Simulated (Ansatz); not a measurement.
# Ag2H2Pd, from a guessed structure to a relaxed one, part 2 of 2

Starting from a made-up structure for Ag2H2Pd, the aim is the relaxed cell, its shortest contacts and, where a second run follows, its electronic structure.

Ansatz 0.2.0; DFT, PBEsol, plane-wave PAW, files of the set soft_1, scalar-relativistic, no spin, cell and ions relaxed at zero pressure; PAW set soft_1 (the session's first sound run).

So far: Starting point; Relaxing cell and atoms. The relaxed cell has a = 3.149, c = 11.043 Å (conventional setting).

## (3) Bands of the relaxed cell

With the geometry fixed, one more self-consistent run, with a narrower smearing and the mesh shown in its input, gives the bands, and its pressure, and its forces where symmetry allows any, show how far the geometry depends on these settings.

This step: DFT, PBEsol, plane-wave PAW, files of the set soft_1, scalar-relativistic, no spin, bands and density of states at the relaxed cell; PAW set soft_1 (Ansatz 0.2.0).

File input.yaml:

```yaml
crystal:
  lattice:
    - [-1.5743083042, 1.5743083042, 5.5215304619]
    - [1.5743083042, -1.5743083042, 5.5215304619]
    - [1.5743083042, 1.5743083042, -5.5215304619]
  atoms:
    - { symbol: Ag, position: [0.3406156156, 0.3406156156, 0.0] }
    - { symbol: Ag, position: [0.6593843844, 0.6593843844, 0.0] }
    - { symbol: Pd, position: [0.0, 0.0, 0.0] }
    - { symbol: H, position: [0.1548077865, 0.1548077865, 0.0] }
    - { symbol: H, position: [0.8451922135, 0.8451922135, 0.0] }
kpoints:
  mp_grid: { grid: [14, 14, 14] }
  band_path:
    path:
      - [[0.0, 0.0, 0.0], [-0.5, 0.5, 0.0], [-0.5, 0.5, -0.0406472], [-0.2703236, 0.2703236, -0.2703236], [0.0, 0.0, 0.0], [0.5, 0.5, -0.5], [0.2703236, 0.7296764, -0.7296764], [0.0, 0.5, -0.5], [-0.25, 0.75, -0.25], [0.0406472, 0.9593528, -0.5], [0.5, 0.5, -0.5]]
      - [[-0.5, 0.5, 0.0], [-0.25, 0.75, -0.25]]
    npoints: 7
scf:
  occupations: { method: fermi_dirac, width: 0.03 }
  n_extra_bands: 9
hamiltonian:
  xc: pbesol
  pseudopotentials: { kind: paw, azcp: { folder: soft_1 }, xc_functional: pbe }
output:
  forces: true
  stress: true
  write_bands: true
  dos: { projected: true }
  write_density: true
  write_potential: true
  elf: true
  volumetric_format: npy
```

Started as:

```sh
ansatz run input.yaml --threads 4 --pin off --max-ram 8192MiB --backend cpu --events-out ev --progress --plain --runs-dir out
```

Numbers of over 12 decimals in the logs are rounded to 6 here.

Output:

```text
[...]
Crystal: 5 atoms, lattice volume = 54.739 Å³
Basis set: ecut = 420 eV, 1079 PW (Γ), FFT grids on a1−a2, a2, a1+a3, exchange–correlation on 60×80×48 points (8 copies of the dense FFT grid, shifted against one another)
Bands: 38, of which v1, the nominal top of the filled ones, is band 29 counted from 1 (28 counted from 0)
Symmetry: 16 space group operations
[...]
k-points: 244 of 2744
[...]
SCF iter   1: F=—  HF=-21987.704419 eV  |F-HF|=—  |Δ(HF+E_count)|=         —  Δρ=2.11e-1  dr2=3.95e1  ethr=3.10e-3  ⟨swp⟩=4.9  Hψ=33364  notcnv=0
[...]
SCF iter   9: F=-21982.252140 eV  HF=-21982.252140 eV  |F-HF|=4.27e-8  |Δ(HF+E_count)|=   2.12e-7  Δρ=1.27e-5  dr2=9.58e-8  ethr=1.72e-10  ⟨swp⟩=11.6  Hψ=66121  notcnv=0
SCF 1 converged in 9 iterations: F = -21982.252140 eV  dr2 = 9.58e-8
[...]
NSCF: frozen V_eff on 79 k-points
SCF converged after 9 iterations
Free energy (F): -21982.252140 eV
[...]
Internal energy: -21982.249101 eV  (E = F + TS)
E sigma→0 (E₀):  -21982.250620 eV
Entropy (-TS):   -0.003039 eV (-0.608 meV/atom)
Fermi energy:    16.478825 eV
[...]
--- Forces (eV/Å), atoms counted from 1 ---
  atom   1  Ag     0.00000000     0.00000000     0.01226259
  atom   2  Ag     0.00000000    -0.00000000    -0.01226259
  atom   3  Pd    -0.00000000     0.00000000     0.00000000
  atom   4  H     -0.00000000    -0.00000000     0.00254853
  atom   5  H      0.00000000    -0.00000000    -0.00254853
  max |Σ_I F_I| component: 1.73e-18 eV/Å
--- Stress (GPa, compression-positive) ---
        0.154333       0.000000       0.000000
        0.000000       0.154333      -0.000000
        0.000000       0.000000      -0.222138
  P = ⅓ Tr σ = 0.0288 GPa (0.288 kbar)
--- Band table (eV; the first three rows and the last of 244) ---
  k-point 0: bands = [... 25 lower, 14.3031, 14.3031, 14.4495, 15.1494, 15.2655, 22.2489, 24.8399, 25.8818, ... 5 higher]
  k-point 1: bands = [... 25 lower, 14.0014, 14.3003, 14.8092, 15.0833, 15.6134, 21.8472, 23.8418, 25.2718, ... 5 higher]
  k-point 2: bands = [... 25 lower, 13.9903, 14.2858, 14.8566, 15.2088, 16.4691, 21.1633, 22.6158, 24.0370, ... 5 higher]
  k-point 243: bands = [... 25 lower, 13.5591, 14.6781, 14.6781, 15.1845, 19.6355, 22.3704, 23.4717, 23.6176, ... 5 higher]
```

Run time: 8.8 s. Hardware: 4 threads of Intel Xeon Platinum 8488C (Sapphire Rapids), shared host; peak memory 0.76 GiB.

The column dr2 measures how far the density is from self-consistency, as an energy; F and HF (Harris–Foulkes) agree once it is small.

Numbers from this step:

```
free energy             : -21982.2521 eV
energy at zero smearing : -21982.2506 eV
smearing term TS        : 0.003039 eV
pressure                : 0.02884 GPa
```

bands.tsv at the labelled points (eV, zero at the Fermi level; the bands that come nearest the Fermi level along the path):

```
point  band 26  band 27  band 28  band 29  band 30  band 31  band 32  band 33
    Γ    -2.18    -2.18    -2.03    -1.33    -1.21     5.77     8.36     9.40
    X    -1.91    -0.86     0.00     0.48     2.06     3.07     3.32     5.17
    Y    -1.90    -0.98     0.23     0.27     1.79     2.94     3.49     5.61
    S    -2.83    -1.66    -1.65    -1.31    -0.56     3.46     5.03     7.95
    Γ    -2.18    -2.18    -2.03    -1.33    -1.21     5.77     8.36     9.40
    Z    -2.92    -1.80    -1.80    -1.29     3.16     5.89     6.99     7.14
   S1    -2.83    -1.66    -1.65    -1.31    -0.56     3.46     5.03     7.95
    N    -2.86    -1.72    -1.54    -1.19    -0.61     3.15     5.31     6.83
    P    -2.69    -0.86     0.47     1.16     1.16     2.05     5.06     5.43
   Y1    -1.90    -0.98     0.23     0.27     1.79     2.94     3.49     5.61
    Z    -2.92    -1.80    -1.80    -1.29     3.16     5.89     6.99     7.14
    X    -1.91    -0.86     0.00     0.48     2.06     3.07     3.32     5.17
    P    -2.69    -0.86     0.47     1.16     1.16     2.05     5.06     5.43
```

States per cell as run, both spins, in windows of 1 eV, from dos.tsv (zero at the Fermi level):

| from | to | total |
| --- | --- | --- |
| -8 | -7 | 1.74 |
| -7 | -6 | 0.62 |
| -6 | -5 | 6.26 |
| -5 | -4 | 8.24 |
| -4 | -3 | 5.88 |
| -3 | -2 | 4.69 |
| -2 | -1 | 3.63 |
| -1 | 0 | 1.12 |
| 0 | 1 | 0.77 |
| 1 | 2 | 0.73 |
| 2 | 3 | 0.47 |
| 3 | 4 | 1.71 |
| 4 | 5 | 1.32 |
| 5 | 6 | 1.24 |

A further 25.8 states lie below the table's range.

Valence density in the ab plane of the cell as run, not the conventional one, at fractional z = 0.000, with atoms of Ag and Pd and H within 0.2 Å of it. It is the smooth field of the valence electrons, not physical close to the nuclei.

Values in e/Å³, 9 rows by 16 columns, each cell a mean:
```
11 11  5  1  0  0  0  0  0  0  0  0  1  1  1  5
 1  3  3  1  0  0  0  1  4  4  2  1  0  1  1  1
 0  0  0  0  0  0  0  1  4 13 16  9  2  0  0  0
 0  0  1  1  0  0  0  0  1  3 11 15  9  2  0  0
 0  0  2  5  5  3  1  0  0  0  1  2  3  2  1  0
 0  0  1  4 13 18 10  2  0  0  0  0  0  0  0  0
 0  0  0  1  3  9 14  8  2  0  0  0  0  1  0  0
 1  1  1  1  0  1  2  3  2  1  0  0  1  3  5  4
11  5  1  1  0  0  0  0  0  0  0  0  0  2  8 13
```
Columns run along a (6.0 Å), rows up along b (6.0 Å). Atoms in or near the plane, at fractional coordinates: Ag at (0.34, 0.34), Ag at (0.66, 0.66), Pd at (0.00, 0.00), H at (0.15, 0.15), H at (0.85, 0.85).

ELF in the ab plane of the cell as run, not the conventional one, at fractional z = 0.000, with atoms of Ag and Pd and H within 0.2 Å of it. It is the smooth field of the valence electrons, not physical close to the nuclei.

Ten even steps from '0' (0.14) to '9' (0.97), each cell a mean:
```
11311100000267322
22331000110169842
23331001232127983
21221001344312797
31010000246531266
10000000136753112
00000000014664200
00121000001344310
00233310000123210
00135531000001100
10025763100000000
44113675300000001
58621355310001111
38972123320012331
24896101210002333
22488400000011321
12235410000132221
```
Columns run along a (6.0 Å), rows up along b (6.0 Å). Atoms in or near the plane, at fractional coordinates: Ag at (0.34, 0.34), Ag at (0.66, 0.66), Pd at (0.00, 0.00), H at (0.15, 0.15), H at (0.85, 0.85).

Electrostatic potential energy in the ab plane of the cell as run, not the conventional one, at fractional z = 0.000, with atoms of Ag and Pd and H within 0.2 Å of it. With pseudopotentials it is smooth inside the atoms' cores, unlike the true potential.

Ten even steps from '0' (-38 eV) to '9' (19 eV), each cell a mean:
```
00279999999988840
10158998778985574
63258997556896258
97678997444578658
99999998546657988
99999999746865899
99889999974664689
98656899997444579
98544579999754579
99645547999987789
99855864799999999
99975685589999999
97787555469998889
86368754458997557
57437986568996212
04767999889997300
00589999999999610
```
Columns run along a (6.0 Å; values clipped at the 3rd and 97th percentile), rows up along b (6.0 Å). Atoms in or near the plane, at fractional coordinates: Ag at (0.34, 0.34), Ag at (0.66, 0.66), Pd at (0.00, 0.00), H at (0.15, 0.15), H at (0.85, 0.85).

## (4) Results

| Quantity | Value |
| --- | --- |
| space group, relaxed | I4/mmm |
| conventional cell | a = 3.149, b = 3.149, c = 11.043 Å; α = 90.0°, β = 90.0°, γ = 90.0° |
| volume per atom | 10.95 Å³ (guess 9.52) |

What this shows: Ag2H2Pd relaxes to I4/mmm with a = 3.149, b = 3.149 and c = 11.043 Å. The guessed volume was 13 % too small. The space group I4/mmm was held in the relaxation, so the end point is a stationary structure within it and may be a saddle against distortions or other arrangements. Bands cross the Fermi level, so it is a metal or semimetal at this level. On the 14×14×14 mesh with the narrower smearing (relaxed on 12×12×12) the largest force component is 0.012 eV/Å and the largest stress component is 0.222 GPa, against the relaxation's thresholds of 0.015 eV/Å and 0.05 GPa. The cutoff wasn't tested. A vector of the cell changed its length by 11 %, more than the volume shows. No dispersion term is used, so weakly bound directions may come out too long. The runs have no spin, and magnetism wasn't tested. Nothing here tests whether the compound is stable against decomposition.

[Logs are printed without paths, hosts, clocks, repeated set-up lines and the standing remarks that a program may print on its own settings, such as how far it seeks lower states.]

[Hosts, paths, dates, database ids (printed as entryN), source tags and the programs' standing remarks are cut or masked in the printed files.]
